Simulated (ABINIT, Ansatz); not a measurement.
# SrSi3 (Fm-3m): zone-centre phonons, part 3 of 3

Wanted: the vibrations of SrSi3 (Fm-3m) at Γ, by two programs.

ABINIT 10.8.3; DFT LDA, scalar-relativistic, plane waves, PseudoDojo norm-conserving pseudopotentials.

So far. Step 3 (Self-consistent run for the response): The cell stands at -0.21 GPa: the relaxation ran with a smoothed and higher cutoff, and the difference is a stress of the finite basis. Step 4 (Zone-centre response): The acoustic modes at Γ come out as far as 3.8 cm⁻¹ from zero, where they should vanish, a small numerical error. The relaxed cell has a = 6.819 Å (conventional setting).

The structure was built from a prototype and need not be the compound's stable phase.

### Step 5. Zone-centre analysis

anaddb reads the merged derivatives and imposes the acoustic sum rule.

The input, anaddb.abi:

```
ddb_filepath "gamma_DDB"
output_file "anaddb.abo"
outdata_prefix "anaddb"
asr 1
chneut 1
enunit 2
eivec 1
nph1l 1
qph1l 0.0 0.0 0.0 1.0
```

The input, mrgddb.in:

```
gamma_DDB
merged
2
dfpt_gammao_DDB
gso_DDB
```

Launch:

```sh
$ mrgddb < mrgddb.in > mrgddb.log
$ OMP_NUM_THREADS=1 anaddb anaddb.abi > anaddb.log
```

anaddb.abo, the main output file:

```text
-outvars_anaddb: echo values of input variables ----------------------

 Miscellaneous information :
      enunit         2
       eivec         1
         asr         1
 First list of wavevector (reduced coord.) :
       nph1l         1
       qph1l
                     0.00000000E+00  0.00000000E+00  0.00000000E+00    1.000E+00

================================================================================

 read the DDB information and perform some checks

  ==== Info on the Cryst% object ====
 Real(R)+Recip(G) space primitive vectors, cartesian coordinates (Bohr,Bohr^-1):
 R(1)= -6.4432128  0.0000000  6.4432128  G(1)= -0.0776010 -0.0776010  0.0776010
 R(2)=  0.0000000  6.4432128  6.4432128  G(2)=  0.0776010  0.0776010  0.0776010
 R(3)= -6.4432128  6.4432128  0.0000000  G(3)= -0.0776010  0.0776010 -0.0776010
 Unit cell volume ucvol=  5.3497984E+02 bohr^3
 Angles (23,13,12)=  6.00000000E+01  6.00000000E+01  6.00000000E+01 degrees
 Time-reversal symmetry is present
 Reduced atomic positions [iatom, xred, symbol]:
    1)    0.0000000  0.0000000  0.0000000  Sr
    2)    0.5000000  0.5000000  0.5000000  Si
    3)    0.7500000  0.7500000  0.7500000  Si
    4)    0.2500000  0.2500000  0.2500000  Si

 DDB file with 3 blocks has been read.

================================================================================

 Treat the first list of vectors

  Phonon wavevector (reduced coordinates) :  0.00000  0.00000  0.00000
 Phonon energies in Hartree :
  -2.048882E-08 -2.039938E-08 -2.012867E-08  3.825410E-04  3.825410E-04
   3.825410E-04  6.850275E-04  6.850275E-04  6.850275E-04  1.001453E-03
   1.001453E-03  1.001453E-03
 Phonon energies in meV     :
- -5.575293E-04 -5.550955E-04 -5.477289E-04  1.040947E+01  1.040947E+01
-  1.040947E+01  1.864055E+01  1.864055E+01  1.864055E+01  2.725091E+01
-  2.725091E+01  2.725091E+01
 Phonon frequencies in cm-1    :
- -4.496777E-03 -4.477147E-03 -4.417732E-03  8.395804E+01  8.395804E+01
-  8.395804E+01  1.503462E+02  1.503462E+02  1.503462E+02  2.197934E+02
-  2.197934E+02  2.197934E+02
 Phonon frequencies in Thz     :
- -1.348100E-04 -1.342215E-04 -1.324403E-04  2.516999E+00  2.516999E+00
-  2.516999E+00  4.507264E+00  4.507264E+00  4.507264E+00  6.589242E+00
-  6.589242E+00  6.589242E+00
 Phonon energies in Kelvin  :
- -6.469858E-03 -6.441615E-03 -6.356130E-03  1.207969E+02  1.207969E+02
-  1.207969E+02  2.163146E+02  2.163146E+02  2.163146E+02  3.162337E+02
-  3.162337E+02  3.162337E+02

 Eigendisplacements
 (will be given, for each mode : in cartesian coordinates
   for each atom the real part of the displacement vector,
   then the imaginary part of the displacement vector - absolute values smaller than 1.0d-7 are set to zero)
  Mode number    1   Energy   -2.048882E-08
 Attention : low frequency mode.
   (Could be unstable or acoustic mode)
-  1  0.00000000E+00  0.00000000E+00  1.78654383E-03
-     0.00000000E+00  0.00000000E+00  0.00000000E+00
-  2  0.00000000E+00  0.00000000E+00  1.78664757E-03
-     0.00000000E+00  0.00000000E+00  0.00000000E+00
-  3  0.00000000E+00  0.00000000E+00  1.78646707E-03
-     0.00000000E+00  0.00000000E+00  0.00000000E+00
-  4  0.00000000E+00  0.00000000E+00  1.78646707E-03
-     0.00000000E+00  0.00000000E+00  0.00000000E+00
  Mode number    2   Energy   -2.039938E-08
 Attention : low frequency mode.
   (Could be unstable or acoustic mode)
-  1  0.00000000E+00 -1.78654383E-03  0.00000000E+00
-     0.00000000E+00  0.00000000E+00  0.00000000E+00
-  2  0.00000000E+00 -1.78664757E-03  0.00000000E+00
-     0.00000000E+00  0.00000000E+00  0.00000000E+00
-  3  0.00000000E+00 -1.78646707E-03  0.00000000E+00
-     0.00000000E+00  0.00000000E+00  0.00000000E+00
-  4  0.00000000E+00 -1.78646707E-03  0.00000000E+00
-     0.00000000E+00  0.00000000E+00  0.00000000E+00
  Mode number    3   Energy   -2.012867E-08
 Attention : low frequency mode.
   (Could be unstable or acoustic mode)
-  1  1.78654383E-03  0.00000000E+00  0.00000000E+00
-     0.00000000E+00  0.00000000E+00  0.00000000E+00
-  2  1.78664757E-03  0.00000000E+00  0.00000000E+00
-     0.00000000E+00  0.00000000E+00  0.00000000E+00
-  3  1.78646707E-03  0.00000000E+00  0.00000000E+00
-     0.00000000E+00  0.00000000E+00  0.00000000E+00
-  4  1.78646707E-03  0.00000000E+00  0.00000000E+00
-     0.00000000E+00  0.00000000E+00  0.00000000E+00
  Mode number    4   Energy    3.825410E-04
-  1  0.00000000E+00  0.00000000E+00  6.93517864E-04
-     0.00000000E+00  0.00000000E+00  0.00000000E+00
-  2  0.00000000E+00  0.00000000E+00 -4.03491227E-03
-     0.00000000E+00  0.00000000E+00  0.00000000E+00
-  3  0.00000000E+00  0.00000000E+00  9.35809094E-04
-     0.00000000E+00  0.00000000E+00  0.00000000E+00
-  4  0.00000000E+00  0.00000000E+00  9.35809094E-04
-     0.00000000E+00  0.00000000E+00  0.00000000E+00
  Mode number    5   Energy    3.825410E-04
-  1  0.00000000E+00  6.93517864E-04  0.00000000E+00
-     0.00000000E+00  0.00000000E+00  0.00000000E+00
-  2  0.00000000E+00 -4.03491227E-03  0.00000000E+00
-     0.00000000E+00  0.00000000E+00  0.00000000E+00
-  3  0.00000000E+00  9.35809094E-04  0.00000000E+00
-     0.00000000E+00  0.00000000E+00  0.00000000E+00
-  4  0.00000000E+00  9.35809094E-04  0.00000000E+00
-     0.00000000E+00  0.00000000E+00  0.00000000E+00
  Mode number    6   Energy    3.825410E-04
-  1  6.93517864E-04  0.00000000E+00  0.00000000E+00
-     0.00000000E+00  0.00000000E+00  0.00000000E+00
-  2 -4.03491227E-03  0.00000000E+00  0.00000000E+00
-     0.00000000E+00  0.00000000E+00  0.00000000E+00
-  3  9.35809094E-04  0.00000000E+00  0.00000000E+00
-     0.00000000E+00  0.00000000E+00  0.00000000E+00
-  4  9.35809094E-04  0.00000000E+00  0.00000000E+00
-     0.00000000E+00  0.00000000E+00  0.00000000E+00
  Mode number    7   Energy    6.850275E-04
-  1  0.00000000E+00  0.00000000E+00  0.00000000E+00
-     0.00000000E+00  0.00000000E+00  0.00000000E+00
-  2  0.00000000E+00  0.00000000E+00  0.00000000E+00
-     0.00000000E+00  0.00000000E+00  0.00000000E+00
-  3  0.00000000E+00  0.00000000E+00 -3.12509966E-03
-     0.00000000E+00  0.00000000E+00  0.00000000E+00
-  4  0.00000000E+00  0.00000000E+00  3.12509966E-03
-     0.00000000E+00  0.00000000E+00  0.00000000E+00
  Mode number    8   Energy    6.850275E-04
-  1  0.00000000E+00  0.00000000E+00  0.00000000E+00
-     0.00000000E+00  0.00000000E+00  0.00000000E+00
-  2  0.00000000E+00  0.00000000E+00  0.00000000E+00
-     0.00000000E+00  0.00000000E+00  0.00000000E+00
-  3  0.00000000E+00 -3.12509966E-03  0.00000000E+00
-     0.00000000E+00  0.00000000E+00  0.00000000E+00
-  4  0.00000000E+00  3.12509966E-03  0.00000000E+00
-     0.00000000E+00  0.00000000E+00  0.00000000E+00
  Mode number    9   Energy    6.850275E-04
-  1  0.00000000E+00  0.00000000E+00  0.00000000E+00
-     0.00000000E+00  0.00000000E+00  0.00000000E+00
-  2  0.00000000E+00  0.00000000E+00  0.00000000E+00
-     0.00000000E+00  0.00000000E+00  0.00000000E+00
-  3  3.12509966E-03  0.00000000E+00  0.00000000E+00
-     0.00000000E+00  0.00000000E+00  0.00000000E+00
-  4 -3.12509966E-03  0.00000000E+00  0.00000000E+00
-     0.00000000E+00  0.00000000E+00  0.00000000E+00
  Mode number   10   Energy    1.001453E-03
-  1  0.00000000E+00 -1.42003254E-07 -1.60878600E-03
-     0.00000000E+00  0.00000000E+00  0.00000000E+00
-  2  0.00000000E+00  0.00000000E+00  2.44681676E-04
-     0.00000000E+00  0.00000000E+00  0.00000000E+00
-  3  0.00000000E+00  2.10717713E-07  2.38726718E-03
-     0.00000000E+00  0.00000000E+00  0.00000000E+00
-  4  0.00000000E+00  2.10717713E-07  2.38726718E-03
-     0.00000000E+00  0.00000000E+00  0.00000000E+00
  Mode number   11   Energy    1.001453E-03
-  1  0.00000000E+00  1.60878600E-03 -1.42003114E-07
-     0.00000000E+00  0.00000000E+00  0.00000000E+00
-  2  0.00000000E+00 -2.44681676E-04  0.00000000E+00
-     0.00000000E+00  0.00000000E+00  0.00000000E+00
-  3  0.00000000E+00 -2.38726718E-03  2.10717505E-07
-     0.00000000E+00  0.00000000E+00  0.00000000E+00
-  4  0.00000000E+00 -2.38726718E-03  2.10717505E-07
-     0.00000000E+00  0.00000000E+00  0.00000000E+00
  Mode number   12   Energy    1.001453E-03
-  1  1.60878601E-03  0.00000000E+00  0.00000000E+00
-     0.00000000E+00  0.00000000E+00  0.00000000E+00
-  2 -2.44681677E-04  0.00000000E+00  0.00000000E+00
-     0.00000000E+00  0.00000000E+00  0.00000000E+00
-  3 -2.38726718E-03  0.00000000E+00  0.00000000E+00
-     0.00000000E+00  0.00000000E+00  0.00000000E+00
-  4 -2.38726718E-03  0.00000000E+00  0.00000000E+00
-     0.00000000E+00  0.00000000E+00  0.00000000E+00

 Analysis of degeneracies and characters (maximum tolerance=1.00E-06 a.u.)
 For each vibration mode, or group of modes if degenerate,
 the characters are given for each symmetry operation (see the list in the log file).
 Symmetry characters of vibration mode #   1
       degenerate with vibration modes #   2 to    3
  3.0 -3.0 -1.0  1.0 -1.0  1.0 -1.0  1.0  1.0 -1.0 -1.0  1.0  1.0 -1.0 -1.0  1.0
  0.0 -0.0 -0.0  0.0  0.0 -0.0  0.0 -0.0  1.0 -1.0 -1.0  1.0 -1.0  1.0  1.0 -1.0
  0.0 -0.0  0.0 -0.0  0.0 -0.0 -0.0  0.0  1.0 -1.0  1.0 -1.0 -1.0  1.0 -1.0  1.0
 Symmetry characters of vibration mode #   4
       degenerate with vibration modes #   5 to    6
  3.0 -3.0 -1.0  1.0 -1.0  1.0 -1.0  1.0  1.0 -1.0 -1.0  1.0  1.0 -1.0 -1.0  1.0
 -0.0  0.0  0.0 -0.0 -0.0  0.0  0.0 -0.0  1.0 -1.0 -1.0  1.0 -1.0  1.0  1.0 -1.0
 -0.0  0.0 -0.0  0.0  0.0 -0.0  0.0 -0.0  1.0 -1.0  1.0 -1.0 -1.0  1.0 -1.0  1.0
 Symmetry characters of vibration mode #   7
       degenerate with vibration modes #   8 to    9
  3.0  3.0 -1.0 -1.0 -1.0 -1.0 -1.0 -1.0  1.0  1.0 -1.0 -1.0  1.0  1.0 -1.0 -1.0
  0.0  0.0  0.0  0.0  0.0  0.0 -0.0 -0.0  1.0  1.0 -1.0 -1.0 -1.0 -1.0  1.0  1.0
  0.0  0.0  0.0  0.0 -0.0 -0.0 -0.0 -0.0  1.0  1.0  1.0  1.0 -1.0 -1.0 -1.0 -1.0
 Symmetry characters of vibration mode #  10
       degenerate with vibration modes #  11 to   12
  3.0 -3.0 -1.0  1.0 -1.0  1.0 -1.0  1.0  1.0 -1.0 -1.0  1.0  1.0 -1.0 -1.0  1.0
 -0.0  0.0  0.0 -0.0 -0.0  0.0  0.0 -0.0  1.0 -1.0 -1.0  1.0 -1.0  1.0  1.0 -1.0
 -0.0  0.0 -0.0  0.0  0.0 -0.0  0.0 -0.0  1.0 -1.0  1.0 -1.0 -1.0  1.0 -1.0  1.0
-
```

It took 0.51 s on 1 thread of Arm Neoverse V1, shared host.

No LO-TO term; unit eigenvectors of the mass-weighted matrix, from anaddb's displacements. The modes at Γ (shares of kinetic energy by element, %):

```tsv
mode	frequency (cm⁻¹)	symmetry	Sr %	Si %
1	0.0	acoustic	51	49
2	0.0	acoustic	51	49
3	0.0	acoustic	51	49
4	84.0	T1u	8	92
5	84.0	T1u	8	92
6	84.0	T1u	8	92
7	150.3	T2g	0	100
8	150.3	T2g	0	100
9	150.3	T2g	0	100
10	219.8	T1u	41	59
11	219.8	T1u	41	59
12	219.8	T1u	41	59
```

Displacements in mode 4 (84.0 cm⁻¹), the largest set to 1:
```
Sr1  0.00  0.00  0.17
Si2  0.00  0.00 -1.00
Si3  0.00  0.00  0.23
Si4  0.00  0.00  0.23
```

Displacements in mode 7 (150.3 cm⁻¹), the largest set to 1:
```
Sr1  0.00  0.00  0.00
Si2  0.00  0.00  0.00
Si3  0.00  0.00 -1.00
Si4  0.00  0.00  1.00
```

The rule moves no optical mode by more than 0.1 cm⁻¹.

### Step 6. Cross-check with Ansatz

A second program on the same cell, potentials, cutoff and meshes tests the implementation of the phonon response, not its convergence.

This step: DFT LDA, scalar-relativistic, plane waves, PseudoDojo norm-conserving pseudopotentials (Ansatz 0.2.0).

The input, input.yaml:

```yaml
crystal:
  lattice:
    - [-3.409601375, 0.0, 3.409601375]
    - [0.0, 3.409601375, 3.409601375]
    - [-3.409601375, 3.409601375, 0.0]
  atoms:
    - { symbol: Sr, position: [0.0, 0.0, 0.0] }
    - { symbol: Si, position: [0.5, 0.5, 0.5] }
    - { symbol: Si, position: [0.75, 0.75, 0.75] }
    - { symbol: Si, position: [0.25, 0.25, 0.25] }
kpoints:
  mp_grid: { grid: [8, 8, 8] }
hamiltonian:
  xc: lda
  pseudopotentials: { kind: nc, accuracy: standard }
scf:
  occupations: { method: fermi_dirac, width: 0.27211 }
output:
  eigenvalues: true
basis:
  ecutwfc: 761.919
phonons:
  method: dfpt
```

Launch:

```sh
$ ansatz run input.yaml --threads 4 --pin off --max-ram 8192MiB --backend cpu --events-out ev --progress --plain --runs-dir out
```

What it wrote:

```text
Warning: basis.ecutwfc = 761.919 eV is below the records' recommended 925.187132 eV, and the density's cutoff is lower with it unless basis.ecutrho_ratio is high enough to keep the records' density cutoff: compare with a run at a higher cutoff
band count auto-derived: 16 (N_el = 22.0; filled up to band 11; 15 by the electrons, moments and atoms)
zone centre: on kpoints.mp_grid the ground state, and the responses unless they are solved on pairs of k-points, stand on 59 of the mesh's 512 k-points, reduced under 8 symmetry operations, with k and −k counted as one. Each operation leaves every solved displacement unchanged or reverses it
Engine: ansatz 0.2.0, aarch64-unknown-linux-gnu
Pseudopotentials: kind: nc
Pseudopotential: Sr, nc, valence charge 10, recommended cutoff 925.187132 eV (normal), Sr.nc.azcp (PseudoDojo's, or run here from an input of PseudoDojo's; its table is named by hamiltonian.pseudopotentials.accuracy)
Pseudopotential: Si, nc, valence charge 4, recommended cutoff 435.38218 eV (normal), Si.nc.azcp (PseudoDojo's, or run here from an input of PseudoDojo's; its table is named by hamiltonian.pseudopotentials.accuracy)
Functional definition: SPW92
  exchange = slater_x
  correlation = pw_c
Crystal: 4 atoms, lattice volume = 79.276 Å³
Basis set: ecut = 761.919 eV, 3767 PW (Γ), exchange–correlation on 90×90×90 points (8 copies of the dense FFT grid, shifted against one another)
Bands: 16, of which v1, the nominal top of the filled ones, is band 11 counted from 1 (10 counted from 0)
Symmetry: 48 space group operations
k-points: 59 of 512 (irreducible under 8 space group operations, time reversal used)
Non-local potential: Sr, projectors of the file, l = 0: 2, l = 1: 2, l = 2: 2
Non-local potential: Si, projectors of the file, l = 0: 2, l = 1: 2, l = 2: 2
Initial density: superposition of atomic densities (chi_scale 0.1, normalization cell, long waves kept (reshape's long-wave potential 0.00 eV rms))
Initial wavefunctions: pseudopotential atomic-orbital guess
Functional: x = slater, c = lda
SCF iter   1: F=—  HF=-1279.777039 eV  |F-HF|=—  |Δ(HF+E_count)|=         —  Δρ=2.42e-2  dr2=1.09e0  ethr=3.10e-3  ⟨swp⟩=8.5  Hψ=14471  notcnv=0
automatic band count: the SCF goes on with 21 bands, as 16 were too few: the levels above may hold too much charge
preconditioner: auto → Kerker (q_TF=auto, 2.203 Å⁻¹)  [metal: Δε(μ)=0.028 eV  Ē_g=12.424 eV  σ=0.272 eV  W_gap=0.03  n_scr=14 (ndim 8)  ℏωp=18.7 eV  f_vac=0.000  D(μ)=2.33/eV (n_scr^D=14)]
SCF iter   2: F=—  HF=-1279.511416 eV  |F-HF|=—  |Δ(HF+E_count)|=   2.66e-1  Δρ=1.35e-2  dr2=3.37e-1  ethr=3.10e-3  ⟨swp⟩=1.0  Hψ=1711  notcnv=0
SCF iter   3: F=—  HF=-1279.387721 eV  |F-HF|=—  |Δ(HF+E_count)|=   1.24e-1  Δρ=1.99e-3  dr2=3.15e-3  ethr=1.53e-3  ⟨swp⟩=3.5  Hψ=2385  notcnv=0
SCF iter   4: F=—  HF=-1279.386929 eV  |F-HF|=—  |Δ(HF+E_count)|=   7.91e-4  Δρ=2.10e-4  dr2=3.11e-5  ethr=1.43e-5  ⟨swp⟩=2.5  Hψ=2019  notcnv=0
SCF iter   5: F=—  HF=-1279.386928 eV  |F-HF|=—  |Δ(HF+E_count)|=   1.47e-6  Δρ=5.36e-5  dr2=1.74e-6  ethr=1.41e-7  ⟨swp⟩=2.2  Hψ=1911  notcnv=0
SCF iter   6: F=—  HF=-1279.386962 eV  |F-HF|=—  |Δ(HF+E_count)|=   3.41e-5  Δρ=9.35e-6  dr2=6.60e-8  ethr=7.90e-9  ⟨swp⟩=1.4  Hψ=1324  notcnv=0
SCF iter   7: F=—  HF=-1279.386962 eV  |F-HF|=—  |Δ(HF+E_count)|=   1.05e-8  Δρ=7.91e-7  dr2=5.94e-10  ethr=3.00e-10  ⟨swp⟩=2.7  Hψ=2039  notcnv=0
SCF iter   8: F=-1279.386962 eV  HF=-1279.386962 eV  |F-HF|=5.46e-12  |Δ(HF+E_count)|=  2.44e-10  Δρ=7.94e-8  dr2=7.38e-12  ethr=1.00e-12  ⟨swp⟩=7.4  Hψ=8753  notcnv=0
SCF 1 converged in 8 iterations: F = -1279.386962 eV  dr2 = 7.38e-12
DFPT response loops at Γ: preconditioner auto → Kerker (q_TF=auto, 2.203 Å⁻¹) (partly filled bands, converged f_vac=0.000); β = 1.00, the filter's whole step (`scf.mixing.beta` (0.50) is not read by the response loops under this deck's `scf.mixing.preconditioner`; to damp them name `kerker` or `kerker_dos`, under which they read `scf.mixing.beta`, and type it under 1.00, their step now; both keys bind the ground state too); Broyden in place of MSR1
SCF converged after 8 iterations
Free energy (F): -1279.386962 eV
Harris-Foulkes:  -1279.386962 eV  (|F-HF|=5.46e-12)
Internal energy: -1278.843838 eV  (E = F + TS)
E sigma→0 (E₀):  -1279.115400 eV
Entropy (-TS):   -0.543124 eV (-135.781 meV/atom)
Fermi energy:    9.074806 eV
--- Per-component energies (eV) ---
  E_band       = -34.112824
  E_kinetic    = 374.115428
  E_local      = -617.083090  (includes V_loc(G=0)·N_el)
  E_nonlocal   = 195.372630
  E_hartree    = 156.732145
  E_xc         = -353.024453
  E_vxc        = -299.982034  (∫ρ·V_xc dr)
  E_ewald      = -1034.956498
  E_smearing   = -0.543124  (= −TS)
  E_closure    = 0.000000  (closes the sum)
  Σ components = -1279.386962   (vs F -1279.386962, Δ=0.00e0)
--- Band table (eV; the first three rows and the last of 59) ---
  k-point 0: bands = [... 7 lower, 6.1598, 6.1598, 6.1598, 7.6392, 7.6392, 7.6392, 10.3349, 10.3349, ... 6 higher]
  k-point 1: bands = [... 7 lower, 6.1263, 6.1263, 6.7642, 7.5577, 7.5577, 8.8791, 10.7417, 10.7417, ... 6 higher]
  k-point 2: bands = [... 7 lower, 5.9498, 5.9498, 7.6754, 7.6754, 7.8361, 10.4728, 10.9669, 11.1589, ... 6 higher]
  k-point 58: bands = [... 7 lower, 5.4281, 5.4281, 7.6050, 10.1662, 10.1662, 11.8041, 12.3860, 12.4498, ... 6 higher]
--- Phonons (Γ-DFPT): 3 representative perturbations + reference, on 59 of 512 k-points (Σ response iterations 9) ---
  k mesh reduced under 8 symmetry operations, with k and −k counted as one. Each operation leaves every solved displacement unchanged or reverses it
  ASR residual: 1.589e-4 → 0.000e0 eV/Å²; symmetrization residual: 2.971e-6 eV/Å²
  ASR residual per site (eV/Å²): 1.59e-4 3.60e-5 5.21e-5 5.21e-5
  Γ frequencies (cm⁻¹): 0.00 0.00 0.00 83.96 83.96 83.96 150.33 150.33 150.33 219.79 219.79 219.79
  non-analytic LO–TO correction: not included (Born effective charges unavailable; polar crystals: no LO–TO splitting at Γ)
```

It took 19 s on 4 threads; peak memory 0.93 GiB.

Read from the output:

* sum-rule residual before enforcement: 1.59e-4 eV/Å²

### Step 7. Side by side: ABINIT PseudoDojo and Ansatz, PseudoDojo

Numbers from this step:

| Property | Result |
| --- | --- |
| root-mean-square difference | 0.01 cm⁻¹ |
| largest difference | 0.02 cm⁻¹ |

Frequencies side by side, by row:

```tsv
q (reciprocal lattice)	mode	ABINIT PseudoDojo (cm⁻¹)	Ansatz, PseudoDojo (cm⁻¹)
0 0 0	1	0	0
0 0 0	2	0	0
0 0 0	3	0	0
0 0 0	4	83.96	83.96
0 0 0	5	83.96	83.96
0 0 0	6	83.96	83.96
0 0 0	7	150.3	150.3
0 0 0	8	150.3	150.3
0 0 0	9	150.3	150.3
0 0 0	10	219.8	219.8
0 0 0	11	219.8	219.8
0 0 0	12	219.8	219.8
```

At the zone centre the largest difference (acoustic modes at Γ apart) is 0.009 % of the highest mode.

### Step 8. What came out

* space group after relaxation: Fm-3m
* volume per atom: 19.8 Å³
* highest optical zone-centre mode (no LO-TO term): 219.8 cm⁻¹
* lowest optical zone-centre mode: 84.0 cm⁻¹
* imaginary optical modes at the zone centre (no q mesh in this session): none
* largest difference from Ansatz, PseudoDojo: 0.02 cm⁻¹

What this shows: At the LDA level the optical modes of SrSi3 (Fm-3m) at the zone centre run from 84 to 220 cm⁻¹. ABINIT PseudoDojo and Ansatz, PseudoDojo agree to 0.02 cm⁻¹ (0.009 % of the highest mode compared) on all solved modes but the acoustic ones at Γ, without the LO-TO term. These are harmonic frequencies: anharmonic shifts and widths and the lattice's thermal expansion are left out. The Fermi-Dirac smearing of 0.01 Ha is an electronic temperature of 3158 K, which adds a pressure of its own and can shift the volume and soft modes. In a metal the frequencies hang on the k mesh and the smearing, most of all near Kohn anomalies. Ansatz warns that the cutoff lies 18 % under the one recommended for these files; agreement at one cutoff is not convergence. The structure is a hypothetical one, built on a prototype.

[Host names and launcher messages were left out of these logs when they were recorded.]

[Logs are printed without paths, hosts, clocks, repeated set-up lines and the standing remarks that a program may print on its own settings, such as how far it seeks lower states.]

[Hosts, paths, dates, database ids (printed as entryN), source tags and the programs' standing remarks are cut or masked in the printed files.]
